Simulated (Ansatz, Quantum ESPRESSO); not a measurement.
# Lattice dynamics of HfPbO3 (Pm-3m) in two programs, part 5 of 5

How does HfPbO3 (Pm-3m) vibrate, and is this structure a minimum?

Quantum ESPRESSO 7.5; DFT LDA, scalar-relativistic, plane waves, PseudoDojo norm-conserving pseudopotentials.

So far, lowest frequency on the path (cm⁻¹): step 7 (interpolated phonon bands) -177; step 13 (the dispersion under another sum rule (asr all)) -177; step 14 (a changed mass) -125; step 15 (a second program, LDA norm-conserving PseudoDojo) -177.

## 17. The same in Ansatz

The same cell goes through another code, with its own cutoff. It uses its own PAW datasets, so the potentials differ. Its k mesh is centred on Γ.

This step: DFT LDA, scalar-relativistic, plane waves, PAW (Ansatz 0.2.0).

Contents of input.yaml:

```yaml
crystal:
  lattice:
    - [4.0633161858, 0.0, 0.0]
    - [0.0, 4.0633161858, 0.0]
    - [0.0, 0.0, 4.0633161858]
  atoms:
    - { symbol: Hf, position: [0.5, 0.5, 0.5] }
    - { symbol: Pb, position: [0.0, 0.0, 0.0] }
    - { symbol: O, position: [0.0, 0.5, 0.5] }
    - { symbol: O, position: [0.5, 0.0, 0.5] }
    - { symbol: O, position: [0.5, 0.5, 0.0] }
kpoints:
  mp_grid: { grid: [6, 6, 6] }
hamiltonian:
  xc: lda
scf:
  occupations: { method: fixed }
output:
  eigenvalues: true
phonons:
  method: dfpt
  dielectric: true
  rigid_motions: translations
  qmesh: [2, 2, 2]
  temperatures: { t_max: 1000, t_step: 50 }
  qpath:
    path:
      - [[0.0, 0.0, 0.0], [0.0, 0.5, 0.0], [0.5, 0.5, 0.0], [0.0, 0.0, 0.0], [0.5, 0.5, 0.5], [0.0, 0.5, 0.0]]
      - [[0.5, 0.5, 0.5], [0.5, 0.5, 0.0]]
    npoints: 12
```

Started as:

```console
> ansatz run input.yaml --threads 4 --pin off --max-ram 16384MiB --backend cpu --events-out ev --progress --plain --runs-dir out
```

Numbers of over 12 decimals in the logs are rounded to 6 here.

Log:

```text
[...]
Crystal: 5 atoms, lattice volume = 67.088 Å³
Basis set: ecut = 420 eV, 1357 PW (Γ), exchange–correlation on 60×60×60 points (8 copies of the dense FFT grid, shifted against one another)
Bands: 35, of which v1, the nominal top of the filled ones, is band 29 counted from 1 (28 counted from 0)
Symmetry: 48 space group operations
k-points: 80 of 216 (irreducible under 2 space group operations, time reversal used)
[...]
SCF iter   1: F=—  HF=-28750.170525 eV  |F-HF|=—  |Δ(HF+E_count)|=         —  Δρ=2.02e-2  dr2=2.56e-1  ethr=1.77e-3  ⟨swp⟩=5.0  Hψ=8965  notcnv=0  defer=282
[...]
SCF iter  10: F=-28750.106061 eV  HF=-28750.106061 eV  |F-HF|=2.18e-11  |Δ(HF+E_count)|=  1.09e-11  Δρ=6.10e-8  dr2=2.63e-12  ethr=1.00e-12  ⟨swp⟩=5.3  Hψ=12266  notcnv=0
SCF 1 converged in 10 iterations: F = -28750.106061 eV  dr2 = 2.63e-12
[...]
Bands: 30, of which v1, the nominal top of the filled ones, is band 29 counted from 1 (28 counted from 0)
k-points: 10 of 216
[...]
Eigensolver: Dense (10 Hₖ)
SCF iter   1: F=—  HF=-28750.099820 eV  |F-HF|=—  |Δ(HF+E_count)|=         —  Δρ=6.20e-4  dr2=4.41e-5  ethr=1.00e-1
[...]
SCF iter   5: F=-28750.099796 eV  HF=-28750.099796 eV  |F-HF|=2.97e-9  |Δ(HF+E_count)|=   8.60e-8  Δρ=3.32e-6  dr2=4.20e-9  ethr=1.04e-10
SCF 1 converged in 5 iterations: F = -28750.099796 eV  dr2 = 4.20e-9
[...]
NSCF: frozen V_eff on 20 k-points
[...]
SCF converged after 10 iterations
Free energy (F): -28750.106061 eV
[...]
Internal energy: -28750.106061 eV  (E = F + TS)
E sigma→0 (E₀):  -28750.106061 eV
Fermi energy:    12.010179 eV
[...]
--- Band table (eV; the first three rows and the last of 80) ---
  k-point 0: bands = [... 25 lower, 10.8319, 11.6250, 11.6250, 11.6250, 16.1428, 16.1428, 16.1428, 18.7504, ... 2 higher]
  k-point 1: bands = [... 25 lower, 10.7679, 10.9783, 11.5670, 11.5670, 16.1548, 16.7017, 16.7017, 17.3646, ... 2 higher]
  k-point 2: bands = [... 25 lower, 10.6438, 11.3029, 11.5488, 11.5488, 15.4495, 16.1790, 17.3431, 17.3431, ... 2 higher]
  k-point 79: bands = [... 25 lower, 7.8195, 11.8465, 11.8465, 11.8465, 17.9398, 17.9398, 17.9398, 20.3415, ... 2 higher]
[...]
ASR residual: 1.901e-5 → 0.000e0 eV/Å²; symmetrization residual: 5.483e-6 eV/Å²
  ASR residual per site (eV/Å²): 1.90e-5 1.86e-5 9.73e-6 9.73e-6 9.73e-6
[...]
ε∞ (high-frequency dielectric tensor):
        6.766039     0.000000     0.000000
        0.000000     6.766039     0.000000
        0.000000     0.000000     6.766039
[...]
Born effective charges Z* (e; rows j = field, columns β = displacement):
    site 0:
         5.74639   -0.00000    0.00000
         0.00000    5.74639   -0.00000
         0.00000    0.00000    5.74639
    site 1:
         3.94939   -0.00000   -0.00000
         0.00000    3.94939   -0.00000
        -0.00000    0.00000    3.94939
    site 2:
        -4.64864   -0.00000    0.00000
        -0.00000   -2.52357   -0.00000
         0.00000    0.00000   -2.52357
    site 3:
        -2.52357    0.00000   -0.00000
         0.00000   -4.64864   -0.00000
         0.00000   -0.00000   -2.52357
    site 4:
        -2.52357    0.00000    0.00000
        -0.00000   -2.52357    0.00000
         0.00000   -0.00000   -4.64864
  Z* charge neutrality: 1.118e-2 e pre-enforcement
[...]
optical modes at Γ without the LO–TO term, one row a degenerate level:
      ω (cm⁻¹)  modes    IR ((D/Å)²/amu)
       -130.81      3            75.4937
         78.31      3             0.0000
        133.48      3            25.5451
        613.16      3            65.5612
  optical modes at Γ + LO–TO along q̂ = [1.0000, 0.0000, 0.0000]:
      ω (cm⁻¹)  modes    IR ((D/Å)²/amu)
       -130.81      2            50.3291
         78.31      3             0.0000
         82.86      1             0.3941
        133.48      2            17.0301
        329.24      1            15.4035
        613.16      2            43.7075
        722.73      1            39.7358
  optical modes at Γ + LO–TO along q̂ = [0.0000, 1.0000, 0.0000]:
      ω (cm⁻¹)  modes    IR ((D/Å)²/amu)
       -130.81      2            50.3291
         78.31      3             0.0000
         82.86      1             0.3941
        133.48      2            17.0301
        329.24      1            15.4035
        613.16      2            43.7075
        722.73      1            39.7358
  optical modes at Γ + LO–TO along q̂ = [0.0000, 0.0000, 1.0000]:
      ω (cm⁻¹)  modes    IR ((D/Å)²/amu)
       -130.81      2            50.3291
         78.31      3             0.0000
         82.86      1             0.3941
        133.48      2            17.0301
        329.24      1            15.4035
        613.16      2            43.7075
        722.73      1            39.7358
--- Phonons (arbitrary-q DFPT): 4 irreducible q on the 2×2×2 mesh ---
[...]
interpolated dispersion: 75 rows × 15 modes
[...]
```

Wall time 2.1 min (4 threads of Arm Neoverse V2, shared host); peak memory 1.1 GiB; 7.9 min of CPU time.

This step gave:

- gap on the k-mesh: 2.381 eV
- sum-rule residual before enforcement: 1.90e-5 eV/Å²
- miss of the charge sum rule: 0.01118 e
- estimated error of the dielectric tensor: 0.02584
- estimated error of the Born charges: 0.04557 e
- lowest frequency on the path: -190.3 cm⁻¹
- share of modes beyond 3i cm⁻¹ on the dense interpolated mesh: 0.2346
- highest optical zone-centre mode (no LO-TO term): 613.2 cm⁻¹
- lowest optical zone-centre mode: -130.8 cm⁻¹
- mean high-frequency dielectric constant: 6.766
- largest Born charge in size (third of the trace): 5.746 e
- highest mode moved by the LO-TO term: 722.7 cm⁻¹
- lowest mode on the q mesh (acoustic ones at the zone centre apart): -190.2 cm⁻¹

Transverse modes; imaginary modes left out. Lines of the infrared spectrum (strongest = 100):

```csv
position (cm⁻¹),label,"IR intensity ((D/Å)²/amu), degenerate modes summed, relative"
78,T2u,0.0
134,T1u,39
613,T1u,100
```

The log warns that the force constants on this k mesh are to be taken as unconverged.

## 18. Side by side: QE PseudoDojo and Ansatz, PAW

Worked out from the results:

- root-mean-square difference: 12.83 cm⁻¹
- largest difference: 31.02 cm⁻¹
- root-mean-square difference on the path: 13.3 cm⁻¹
- largest difference on the path: 84.8 cm⁻¹

The 12 of 57 modes that differ most. Frequencies side by side:

```csv
q (reciprocal lattice),mode,QE PseudoDojo (cm⁻¹),"Ansatz, PAW (cm⁻¹)"
0 0 0,7,109.3,78.31
0 0 0,8,109.3,78.31
0 0 0,9,109.3,78.31
0 0 0,13,596.3,613.2
0 0 0,14,596.3,613.2
0 0 0,15,596.3,613.2
0 0 -0.5,6,143.8,125.4
0 0 -0.5,7,143.8,125.4
0 0 -0.5,8,160,141.4
0 0 -0.5,13,591.4,608.9
0 0 -0.5,14,591.4,608.9
0 -0.5 -0.5,13,585.3,603.6
```

The two runs side by side. Further quantities:

```csv
quantity,QE PseudoDojo,"Ansatz, PAW"
mean ε∞,6.688,6.766
"largest Born charge in size (e; the first before, the second after the charge sum rule)",5.696,5.746
```

At the solved wavevectors the largest difference (acoustic modes at Γ apart) is 4 % of the highest mode (on the interpolated path 10 %), but 28 % of the mode at 109 cm⁻¹ on which it sits.

## 19. Summary of results

```yaml
space_group_after_relaxation: Pm-3m
volume_per_atom: 13.4 Å³
gap_on_the_k_mesh: 2.41 eV
highest_optical_zone_centre_mode_no_lo_to_term: 596.3 cm⁻¹
lowest_optical_zone_centre_mode: -119.8 cm⁻¹
highest_mode_moved_by_the_lo_to_term: 706.3 cm⁻¹
mean_high_frequency_dielectric_constant: 6.69
largest_born_charge_in_size_third_of_the_trace: 5.70 e
q_mesh: 2×2×2
lowest_mode_on_the_q_mesh_acoustic_ones_at_the_zone_centre_apart: -176.7 cm⁻¹
imaginary_modes_on_the_q_mesh: yes
largest_difference_from_ansatz_library_nc: 0.07 cm⁻¹
```

**Reading.** HfPbO3 (Pm-3m) is unstable: a mode solved on the 2×2×2 mesh is imaginary, 177i cm⁻¹; its spectrum reaches 883 cm⁻¹. At the LDA level the optical modes of HfPbO3 (Pm-3m) at the zone centre (no LO-TO term) run from 120i to 596 cm⁻¹, so the structure is a saddle point, with 3 modes beyond 10i cm⁻¹ there. Along the directions run, the highest mode that the macroscopic field moves lies at 706 cm⁻¹. The most unstable solved mode lies at q = (-0.5, -0.5, -0.5), on the zone boundary, so the distortion that it points to doubles the cell. Of the 12 optical modes, 9 are infrared active alone and 3 are silent. QE PseudoDojo and Ansatz, library NC agree to 0.07 cm⁻¹ (0.008 % of the highest mode compared) on all solved modes but the acoustic ones at Γ, without the LO-TO term. QE PseudoDojo and Ansatz, PAW differ by 12.8 cm⁻¹ in the root mean square and by 31.0 cm⁻¹ at most, 3.5 % of the highest mode compared (acoustic modes at Γ left out; ph.x's values are those before the sum rule). Their interpolated bands part by up to 85 cm⁻¹. These are harmonic frequencies at zero temperature: anharmonic shifts and linewidths and thermal expansion are left out. Spin-orbit coupling is left out, which can matter for the heavy elements here. Ansatz's log warns that force constants on this k mesh are to be taken as unconverged, an error that the frequencies of both programs share. The q mesh stands for a supercell only 8.1 Å across, so branches between the solved wavevectors are rough. The structure comes from a database and need not be the phase that is stable at ambient conditions.

[Host names and launcher messages were left out of these logs when they were recorded.]

[Logs are printed without paths, hosts, clocks, repeated set-up lines and the standing remarks that a program may print on its own settings, such as how far it seeks lower states.]

[Hosts, paths, dates, database ids (printed as entryN), source tags and the programs' standing remarks are cut or masked in the printed files.]
